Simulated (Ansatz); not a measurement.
# LaMg (Pm-3m): phonons and vibrational spectra, part 2 of 2

Task: relax LaMg (Pm-3m), then find its harmonic phonons.

Ansatz 0.2.0; DFT PBEsol, scalar-relativistic, plane waves, PAW; PAW set soft_1.

So far. Step 3 (Tight relaxation): The forces vanish by symmetry and the pressure is 0.009 GPa, within the tolerances set. The cell now holds 29.85 Å³/atom. The relaxed cell has a = 3.908 Å (conventional setting).

### Step 4. Zone-centre response

The zone centre comes first: it holds the modes that light can see, as far as symmetry allows. No field response is asked, since the mesh shows no gap.

input.yaml reads:

```yaml
crystal:
  lattice:
    - [3.9083353299, 0.0, 0.0]
    - [0.0, 3.9083353299, 0.0]
    - [0.0, 0.0, 3.9083353299]
  atoms:
    - { symbol: La, position: [0.5, 0.5, 0.5] }
    - { symbol: Mg, position: [0.0, 0.0, 0.0] }
kpoints:
  mp_grid: { grid: [12, 12, 12] }
hamiltonian:
  xc: pbesol
  pseudopotentials: { kind: paw, azcp: { folder: soft_1 }, xc_functional: pbe }
scf:
  occupations: { method: methfessel_paxton, width: 0.2 }
output:
  eigenvalues: true
phonons:
  method: dfpt
```

The run is started by

```console
$ ansatz run input.yaml --threads 4 --pin off --max-ram 10240MiB --backend cpu --events-out ev --progress --plain --runs-dir out
```

Numbers of over 12 decimals in the logs are rounded to 6 here.

Log:

```text
[...]
Crystal: 2 atoms, lattice volume = 59.700 Å³
Basis set: ecut = 420 eV, 1189 PW (Γ), exchange–correlation on 54×54×54 points (8 copies of the dense FFT grid, shifted against one another)
Bands: 15, of which v1, the nominal top of the filled ones, is band 11 counted from 1 (10 counted from 0)
Symmetry: 48 space group operations
k-points: 196 of 1728 (irreducible under 8 space group operations, time reversal used)
[...]
SCF iter   1: F=—  HF=-8073.883584 eV  |F-HF|=—  |Δ(HF+E_count)|=         —  Δρ=2.04e-2  dr2=3.55e-1  ethr=3.10e-3  ⟨swp⟩=3.7  Hψ=12231  notcnv=0
[...]
SCF iter  10: F=-8073.711491 eV  HF=-8073.711491 eV  |F-HF|=1.82e-12  |Δ(HF+E_count)|=  2.73e-12  S|Δr|=    0.00e0  Δρ=3.47e-8  dr2=5.08e-13  ethr=1.00e-12  ⟨swp⟩=6.8  Hψ=14439  notcnv=0
SCF 1 converged in 10 iterations: F = -8073.711491 eV  dr2 = 5.08e-13
[...]
DFPT response loops at Γ: preconditioner auto → Kerker (q_TF=auto, 2.292 Å⁻¹) (partly filled bands, converged f_vac=0.000); β = 1.00, the filter's whole step (`scf.mixing.beta` (0.50) is not read by the response loops under this deck's `scf.mixing.preconditioner`; to damp them name `kerker` or `kerker_dos`, under which they read `scf.mixing.beta`, and type it under 1.00, their step now; both keys bind the ground state too); Broyden in place of MSR1
SCF converged after 10 iterations
[...]
Free energy (F): -8073.711491 eV
[...]
Internal energy: -8073.713289 eV  (E = F + TS)
E sigma→0 (E₀):  -8073.711940 eV
Entropy (-TS):   0.001798 eV (0.899 meV/atom)
Fermi energy:    8.720024 eV
[...]
--- Band table (eV; the first three rows and the last of 196) ---
  k-point 0: bands = [... 7 lower, -7.4851, 3.8984, 8.1249, 8.1249, 10.4196, 10.4196, 10.4196, 10.4914]
  k-point 1: bands = [... 7 lower, -7.4815, 3.9995, 8.1646, 8.1856, 10.3792, 10.4151, 10.4151, 10.4781]
  k-point 2: bands = [... 7 lower, -7.4716, 4.2879, 8.2793, 8.3047, 10.2752, 10.3960, 10.3960, 10.4372]
  k-point 195: bands = [... 7 lower, -7.8864, 7.1484, 7.1484, 7.1484, 9.0701, 10.5004, 10.5004, 10.5004]
--- Phonons (Γ-DFPT): 2 representative perturbations + reference, on 196 of 1728 k-points (Σ response iterations 6) ---
  k mesh reduced under 8 symmetry operations, with k and −k counted as one. Each operation leaves every solved perturbation unchanged. A smaller set is not used because it would not reduce the number of displacements times k-points to solve
  ASR residual: 2.425e-5 → 0.000e0 eV/Å²; symmetrization residual: 2.275e-6 eV/Å²
  ASR residual per site (eV/Å²): 2.00e-5 2.43e-5
  Γ frequencies (cm⁻¹): 0.00 0.00 0.00 204.17 204.17 204.17
  non-analytic LO–TO correction: not included (Born effective charges unavailable; polar crystals: no LO–TO splitting at Γ)
```

Run time: 15 s. Hardware: 4 threads of Intel Xeon Platinum 8488C (Sapphire Rapids), shared host; peak memory 0.92 GiB.

The column dr2 measures how far the density is from self-consistency, as an energy; F and HF (Harris–Foulkes) agree once it is small.

Numbers from this step:

```yaml
sum_rule_residual_before_enforcement: 2.43e-5 eV/Å²
point_group: m-3m
highest_optical_mode_at_the_zone_centre_no_lo_to_term: 204.2 cm⁻¹
lowest_optical_zone_centre_mode: 204.2 cm⁻¹
```

Patterns of degenerate modes are one choice out of their space. Modes at Γ, with each element's share of the kinetic energy:

| mode | frequency (cm⁻¹) | symmetry | La % | Mg % |
| --- | --- | --- | --- | --- |
| 1 | 0.0 | acoustic | 85 | 15 |
| 2 | 0.0 | acoustic | 85 | 15 |
| 3 | 0.0 | acoustic | 85 | 15 |
| 4 | 204.2 | T1u | 15 | 85 |
| 5 | 204.2 | T1u | 15 | 85 |
| 6 | 204.2 | T1u | 15 | 85 |

Displacements in mode 6 (204.2 cm⁻¹), the largest set to 1:
```
La1  0.00  0.00 -0.17
Mg2  0.00  0.00  1.00
```

Before it was imposed, the acoustic sum rule was missed by 2.4e-5 eV/Å². Small misses are needed for a sound result but don't prove that mesh and cutoff are converged. The lowest optical mode is real, 204 cm⁻¹.

### Step 5. Response at finite wavevector

Stability and thermal properties need the whole zone. Linear response on a 4×4×4 q mesh gives force constants as far as a supercell of that size would.

input.yaml, as its differences from that of step 4:

```diff
@@ -19 +19,8 @@
   method: dfpt
+  qmesh: [4, 4, 4]
+  temperatures: { t_max: 1000, t_step: 50 }
+  qpath:
+    path:
+      - [[0.0, 0.0, 0.0], [0.0, 0.5, 0.0], [0.5, 0.5, 0.0], [0.0, 0.0, 0.0], [0.5, 0.5, 0.5], [0.0, 0.5, 0.0]]
+      - [[0.5, 0.5, 0.5], [0.5, 0.5, 0.0]]
+    npoints: 10
```

Log:

```text
[...]
Crystal: 2 atoms, lattice volume = 59.700 Å³
Basis set: ecut = 420 eV, 1189 PW (Γ), exchange–correlation on 54×54×54 points (8 copies of the dense FFT grid, shifted against one another)
Bands: 15, of which v1, the nominal top of the filled ones, is band 11 counted from 1 (10 counted from 0)
Symmetry: 48 space group operations
k-points: 84 of 1728
[...]
SCF iter   1: F=—  HF=-8073.883562 eV  |F-HF|=—  |Δ(HF+E_count)|=         —  Δρ=2.04e-2  dr2=3.55e-1  ethr=3.10e-3  ⟨swp⟩=3.6  Hψ=5210  notcnv=0
[...]
SCF iter  10: F=-8073.711491 eV  HF=-8073.711491 eV  |F-HF|=3.64e-12  |Δ(HF+E_count)|=  4.55e-12  S|Δr|=    0.00e0  Δρ=3.28e-8  dr2=5.33e-13  ethr=1.00e-12  ⟨swp⟩=6.8  Hψ=6207  notcnv=0
SCF 1 converged in 10 iterations: F = -8073.711491 eV  dr2 = 5.33e-13
[...]
phonons: the bands overlap, so this run is a metal and interpolates without the dipole-dipole term. If the crystal is really an insulator or semiconductor, its LO-TO splitting is missing
NSCF: frozen V_eff on 84 k-points
WARN: eigensolver did not converge in 2 slots of this pass, the one above among them; of largest residual over every band (k=50): 1 band(s) unlocked (lowest unlocked band 14, counted from 0; max residual 1.22e-4 eV among the unlocked bands, 1.22e-4 eV over every band); of lowest unlocked band (k=35): band 14
[...]
DFPT response loops at q = (0, 0, 0) (fractional): preconditioner auto → Kerker (q_TF=auto, 2.292 Å⁻¹) (partly filled bands, converged f_vac=0.000); β = 1.00, the filter's whole step (`scf.mixing.beta` (0.50) is not read by the response loops under this deck's `scf.mixing.preconditioner`; to damp them name `kerker` or `kerker_dos`, under which they read `scf.mixing.beta`, and type it under 1.00, their step now; both keys bind the ground state too); Broyden in place of MSR1
[...]
SCF converged after 10 iterations
[...]
Free energy (F): -8073.711491 eV
[...]
Internal energy: -8073.713289 eV  (E = F + TS)
E sigma→0 (E₀):  -8073.711940 eV
Entropy (-TS):   0.001798 eV (0.899 meV/atom)
Fermi energy:    8.720024 eV
[...]
--- Band table (eV; the first three rows and the last of 84) ---
  k-point 0: bands = [... 7 lower, -7.4851, 3.8984, 8.1249, 8.1249, 10.4196, 10.4196, 10.4196, 10.4914]
  k-point 1: bands = [... 7 lower, -7.4815, 3.9995, 8.1646, 8.1856, 10.3792, 10.4151, 10.4151, 10.4781]
  k-point 2: bands = [... 7 lower, -7.4716, 4.2879, 8.2793, 8.3047, 10.2752, 10.3960, 10.3960, 10.4372]
  k-point 83: bands = [... 7 lower, -7.8864, 7.1484, 7.1484, 7.1484, 9.0701, 10.5004, 10.5004, 10.5004]
--- Phonons (Γ-DFPT): 2 representative perturbations + reference (Σ response iterations 6) ---
  ASR residual: 2.022e-5 → 0.000e0 eV/Å²; symmetrization residual: 2.250e-6 eV/Å²
  ASR residual per site (eV/Å²): 1.49e-5 2.02e-5
  Γ frequencies (cm⁻¹): 0.00 0.00 0.00 204.17 204.17 204.17
--- Phonons (arbitrary-q DFPT): 10 irreducible q on the 4×4×4 mesh ---
  q = [0.0000, 0.0000, 0.0000] (star 1, of the zone-centre solve; hermiticity 1.42e-6, symmetrization 2.31e-12): -0.00 0.00 0.00 204.17 204.17 204.17
  q = [0.0000, 0.0000, 0.2500] (star 6, 4 solved perturbations in 1848 linear systems a pass and spin channel, the states on 588 of 1728 k-point pairs; hermiticity 1.21e-6, symmetrization 8.89e-13): 58.58 58.58 58.71 191.86 200.84 200.84
[...]
q = [0.0000, 0.2500, -0.5000] (star 12, 6 solved perturbations on 588 of 1728 k-point pairs; hermiticity 1.54e-6, symmetrization 2.84e-13): 60.08 68.29 78.16 176.06 190.23 199.20
[...]
sum rule: each row above includes the acoustic sum rule's correction from the zone centre's row sums; it moved no ω² by more than (0.48 cm⁻¹)²
  mesh force constants: q→R imaginary residual 2.96e-18; ASR residual 2.022e-5 → 0.000e0 eV/Å²; symmetrization residual 2.220e-15 eV/Å²
  interpolated dispersion: 62 rows × 6 modes
  density of states and harmonic sums: on the 16×16×16 q-mesh, interpolated from the force constants of a 4×4×4 supercell (no non-analytic term)
  largest difference from the sums on the solved wave vectors: F 1.28e-2 eV, S 1.68e-5 and C_V 3.98e-6 eV/K
  zero-point energy: 0.048225 eV/cell   skipped modes (ω ≤ 0): 3   left out of the sums: 1.22e-4 of the cell's modes: C_V's classical limit lies that fraction below 3 k_B per atom; for a crystal, a wire or a layer, F and S can be off by more, and a phonons.interpolated_qmesh denser along its periods is the remedy for the sampling
```

The job ended after 7.9 min (4 threads; peak memory 2.6 GiB).

Numbers from this step:

```yaml
sum_rule_residual_before_enforcement: 2.02e-5 eV/Å²
lowest_frequency_on_the_path: 0 cm⁻¹
highest_frequency_on_the_path_or_at_a_solved_wavevector: 204.2 cm⁻¹
mean_frequency: 129.7 cm⁻¹
debye_temperature_second_moment: 267 K
logarithmic_mean_frequency: 112.3 cm⁻¹
lowest_mode_on_the_q_mesh_acoustic_modes_at_gamma_apart: 31.84 cm⁻¹
zero_point_energy_per_atom: 24.11 meV
heat_capacity_at_300_k: 23.99 J/(mol atoms K)
vibrational_entropy_at_300_k: 40.87 J/(mol atoms K)
edges_of_the_widest_gap_between_branches_on_path_and_mesh: 112.9, 167.5 cm⁻¹
```

Frequencies (cm⁻¹) solved at each irreducible wavevector; negative means imaginary. Frequencies by wavevector, by row:

```csv
q in reciprocal lattice units,star,mode 1,mode 2,mode 3,mode 4,mode 5,mode 6
0 0 0,1,0,0,0,204.2,204.2,204.2
0 0 0.25,6,58.6,58.6,58.7,191.9,200.8,200.8
0 0 -0.5,3,79.1,86,86,167.5,195.2,195.2
0 0.25 0.25,12,31.8,67,86,183,194.5,200
0 0.25 -0.5,12,60.1,68.3,78.2,176.1,190.2,199.2
0 -0.5 -0.5,3,33.5,33.5,72.8,188,188,202.4
0.25 0.25 0.25,8,69.5,69.5,73.3,186.6,192.1,192.1
0.25 0.25 -0.5,12,57.4,75.4,94.2,180.9,189.1,195.3
0.25 -0.5 -0.5,6,76.1,76.1,87.8,187.1,187.1,194.1
-0.5 -0.5 -0.5,1,112.9,112.9,112.9,177.9,177.9,177.9
```

Interpolated from a 4×4×4 q mesh. Phonon branches along the path, in cm⁻¹:

```
    point  branch 1  branch 2  branch 3  branch 4  branch 5  branch 6
        Γ         0         0         0       204       204       204
  halfway        59        59        59       192       201       201
        X        79        86        86       168       195       195
  halfway        60        68        78       176       190       199
        M        34        34        73       188       188       202
  halfway        32        67        86       183       194       200
        Γ         0         0         0       204       204       204
  halfway        70        70        73       187       192       192
        R       113       113       113       178       178       178
  halfway        57        75        94       181       189       195
        X        79        86        86       168       195       195
jump to R       113       113       113       178       178       178
  halfway        76        76        88       187       187       194
        M        34        34        73       188       188       202
```

The phonon branches as a text plot (rows in cm⁻¹):

```
    200 |******   **********************             *        ***
    191 |   *  *****************     ** ****      ********  *****
    183 |    **     *** ******         **  ***  *****     ****
    174 |         **                          **     **
    166 |      ***                                     ***
    157 |
    149 |
    140 |
    132 |
    123 |
    115 |                                     ***         *
    106 |                                    *  ***
     98 |                                   *    * **      **
     89 |       **           *             **     *  *****  **
     81 |      *****       ** *        * **       **   ***    *
     72 |     *   ***********        ** *  *        ****     * **
     64 |    *      *        * *         **        *  *
     55 |   *       **   *    *     *  *            **        *
     47 |            **        **    **                        *
     38 |  *          * *****   *                               *
     30 | *            *     **    **
     21 | *                    ***
     13 |*                       * *
      4 |                         *
         Γ      X      M          Γ            R        X|R     M
```

Tetrahedra on a 16×16×16 mesh, mean over bins of 2 cm-1. Interpolated from a 4×4×4 q mesh. The phonon density of states by wavenumber; read off at these points:

```csv
wavenumber (cm⁻¹),phonon density of states (1/cm⁻¹/cell)
1.0,0
7.0,8.0e-5
13.0,6.7e-4
17.0,0.00106
23.0,0.00323
29.0,0.00555
35.0,0.0124
39.0,0.0239
45.0,0.0274
51.0,0.0354
57.0,0.0526
61.0,0.0436
67.0,0.0503
73.0,0.0787
79.0,0.0728
83.0,0.118
89.0,0.0266
95.0,0.0151
101.0,0.00801
105.0,0.00536
111.0,0.00123
117.0,0
123.0,0
127.0,0
133.0,0
139.0,0
145.0,0
149.0,0
155.0,0
161.0,0
167.0,1.1e-4
171.0,0.0124
177.0,0.0332
183.0,0.0986
185.0,0.120
189.0,0.158
193.0,0.102
197.0,0.174
199.0,0.164
205.0,6.7e-4
```

Phonopy on the run's constants, 15x15x15 mesh, Gaussian sigma 2.0 cm-1. Interpolated from a 4×4×4 q mesh. Partial phonon density of states against wavenumber; read off at these points; values in 1/cm⁻¹/cell:

```csv
wavenumber (cm⁻¹),La,Mg
-10.0,0,0
0.0,1.5e-4,2.9e-5
10.0,3.6e-4,6.2e-5
20.0,0.00207,3.5e-4
30.0,0.00454,7.9e-4
40.0,0.0203,0.00405
50.0,0.0323,0.00569
60.0,0.0370,0.00508
70.0,0.0530,0.00436
80.0,0.0803,0.00304
82.7,0.0860,0.00207
90.0,0.0260,9.7e-4
100.0,0.00952,2.7e-4
110.0,0.00251,2.3e-5
120.0,0,0
130.0,0,0
140.0,0,0
150.0,0,0
160.0,0,0
170.0,5.4e-4,0.00905
180.0,0.00561,0.0607
188.4,0.0143,0.111
190.0,0.0126,0.108
197.1,0.00819,0.143
200.0,0.00683,0.115
210.0,1.5e-5,6.9e-5
220.0,0,0
```

Second derivatives of the energy by pair, one row for each kind of neighbour of each atom listed. Each entry sums the pair over the periodic images of the supercell that the q mesh stands for, and in a polar crystal it holds the long-range dipole part too. Force constants by pair, by row:

| atom | neighbour | distance (Å) | third of the trace (eV/Å²) | along the pair's line (eV/Å²) |
| --- | --- | --- | --- | --- |
| La1 | itself | 0 | 3.902 | – |
| La1 | Mg | 3.385 | -0.38 | -1.129 |
| La1 | La | 3.908 | -0.1948 | -0.3405 |
| La1 | La | 5.527 | 0.0673 | 0.1664 |
| La1 | Mg | 6.481 | -0.0081 | -0.0077 |
| La1 | La | 6.769 | -0.0412 | -0.1092 |
| Mg2 | itself | 0 | 3.018 | – |
| Mg2 | La | 3.385 | -0.38 | -1.129 |
| Mg2 | Mg | 3.908 | 0.0342 | 0.2137 |
| Mg2 | Mg | 5.527 | 0.006 | -0.0034 |
| Mg2 | La | 6.481 | -0.0081 | -0.0077 |
| Mg2 | Mg | 6.769 | -0.0052 | -0.0185 |

Harmonic thermodynamic functions per atom, from the density of states. Interpolated from a 4×4×4 q mesh. Thermodynamic functions, by row:

```
T (K)  F_vib (meV/atom)  S (J/mol-atom/K)  C_V (J/mol-atom/K)
    0             24.11                 0                   0
   50             22.93             6.705               10.62
  100             16.77              16.8               18.36
  200             -8.77             31.34               22.89
  300            -46.48             40.87               23.99
  400            -92.61             47.83               24.39
  500            -145.1              53.3               24.59
  600            -202.8             57.79                24.7
  700            -264.7              61.6               24.76
  800            -330.3             64.91                24.8
  900            -399.1             67.84               24.83
 1000            -470.8             70.45               24.85
```

Harmonic mean-square displacement, third of the trace. Interpolated from a 4×4×4 q mesh. Mean square displacements, by row:

| T (K) | La1 U_eq (Å²) | Mg2 U_eq (Å²) |
| --- | --- | --- |
| 0 | 0.00179 | 0.0044 |
| 100 | 0.00465 | 0.00707 |
| 300 | 0.01319 | 0.01726 |
| 600 | 0.02623 | 0.0337 |

Symmetry leaves 10 wavevectors to solve. The lowest mode among them, the acoustic zeros apart, lies at q = (0, 0.25, 0.25) and is real, 31.8 cm⁻¹.

### Step 6. Isotope substitution

An isotope changes the mass and not the force constants, so no new electronic calculation is needed; the shifts show which modes move this element.

The same force constants with the mass of Mg changed from 24.305 to 25.983 u (phonopy, no LO-TO term). Both lists are sorted by frequency; levels can cross, so a row need not hold one and the same mode. Modes under 3 cm⁻¹ are left out. Isotope shifts, by row:

| q | rank | natural mass (cm⁻¹) | changed mass (cm⁻¹) |
| --- | --- | --- | --- |
| 0 0 0 | 4 | 204.2 | 198.5 |
| 0 0 0 | 5 | 204.2 | 198.5 |
| 0 0 0 | 6 | 204.2 | 198.5 |
| 0 0 0.25 | 1 | 58.58 | 58.4 |
| 0 0 0.25 | 2 | 58.58 | 58.4 |
| 0 0 0.25 | 3 | 58.71 | 58.52 |
| 0 0 0.25 | 4 | 191.9 | 186.2 |
| 0 0 0.25 | 5 | 200.8 | 194.9 |
| 0 0 0.25 | 6 | 200.8 | 194.9 |
| 0 0 -0.5 | 1 | 79.09 | 79.09 |
| 0 0 -0.5 | 2 | 86.03 | 86.03 |
| 0 0 -0.5 | 3 | 86.03 | 86.03 |
| 0 0 -0.5 | 4 | 167.5 | 162 |
| 0 0 -0.5 | 5 | 195.2 | 188.8 |
| 0 0 -0.5 | 6 | 195.2 | 188.8 |
| 0 0.25 0.25 | 1 | 31.84 | 31.67 |
| 0 0.25 0.25 | 2 | 66.98 | 66.88 |
| 0 0.25 0.25 | 3 | 86.03 | 86.03 |
| 0 0.25 0.25 | 4 | 183 | 177 |
| 0 0.25 0.25 | 5 | 194.5 | 189.1 |
| 0 0.25 0.25 | 6 | 200 | 193.7 |

A mode of this element alone would shift by -3.28 %. The highest zone-centre frequency without the field goes from 204.2 to 198.5 cm⁻¹ (-2.8 %). The product of the frequency ratios over all optical modes at Γ is 0.919; the product rule, (m/m′)^(3k/2) (M′/M)^(3/2) with k = 1 such atoms and M the mass of the cell, gives 0.919.

### Step 7. What came out

| Item | Value |
| --- | --- |
| space group after relaxation (within 0.01 Å) | Pm-3m |
| volume per atom | 29.9 Å³ |
| electronic character | no gap on this mesh |
| highest optical mode at the zone centre (no LO-TO term) | 204 cm⁻¹ |
| lowest optical zone-centre mode | 204 cm⁻¹ |
| lowest mode on the q mesh (acoustic modes at Γ apart) | 31.8 cm⁻¹ |
| highest frequency on the path or at a solved wavevector | 204 cm⁻¹ |
| zero-point energy per atom | 24.1 meV |
| heat capacity at 300 K | 24.0 J/(mol atoms K) |
| vibrational entropy at 300 K | 40.9 J/(mol atoms K) |
| Debye temperature (second moment) | 267 K |
| imaginary modes on the 4×4×4 q mesh | none |

What this shows: The structure is a minimum as far as tested: no mode is imaginary at the 10 irreducible wavevectors of the 4×4×4 mesh, and the softest away from the acoustic zeros lies at 32 cm⁻¹. The optical modes at Γ form one degenerate level at 204 cm⁻¹. The highest mode in this list at Γ, 204.2 cm⁻¹, is mostly motion of Mg (85 % of the kinetic energy). On the path and the mesh, the widest gap between branches runs from 113 to 168 cm⁻¹. With no gap, or one that is small against the smearing, the frequencies hang on the k mesh and the smearing, most of all near Kohn anomalies. The phonon runs are without spin polarisation, although the cell has an odd electron count. Spin-orbit coupling is left out, which can matter for the heavy elements here. The PAW files were made for PBE and serve the other functionals too. A phonon run warned that its eigensolver left some bands unconverged in a pass. These are harmonic frequencies at zero temperature: anharmonic shifts, linewidths and thermal expansion are left out.

[Logs are printed without paths, hosts, clocks, repeated set-up lines and the standing remarks that a program may print on its own settings, such as how far it seeks lower states.]

[Hosts, paths, dates, database ids (printed as entryN), source tags and the programs' standing remarks are cut or masked in the printed files.]
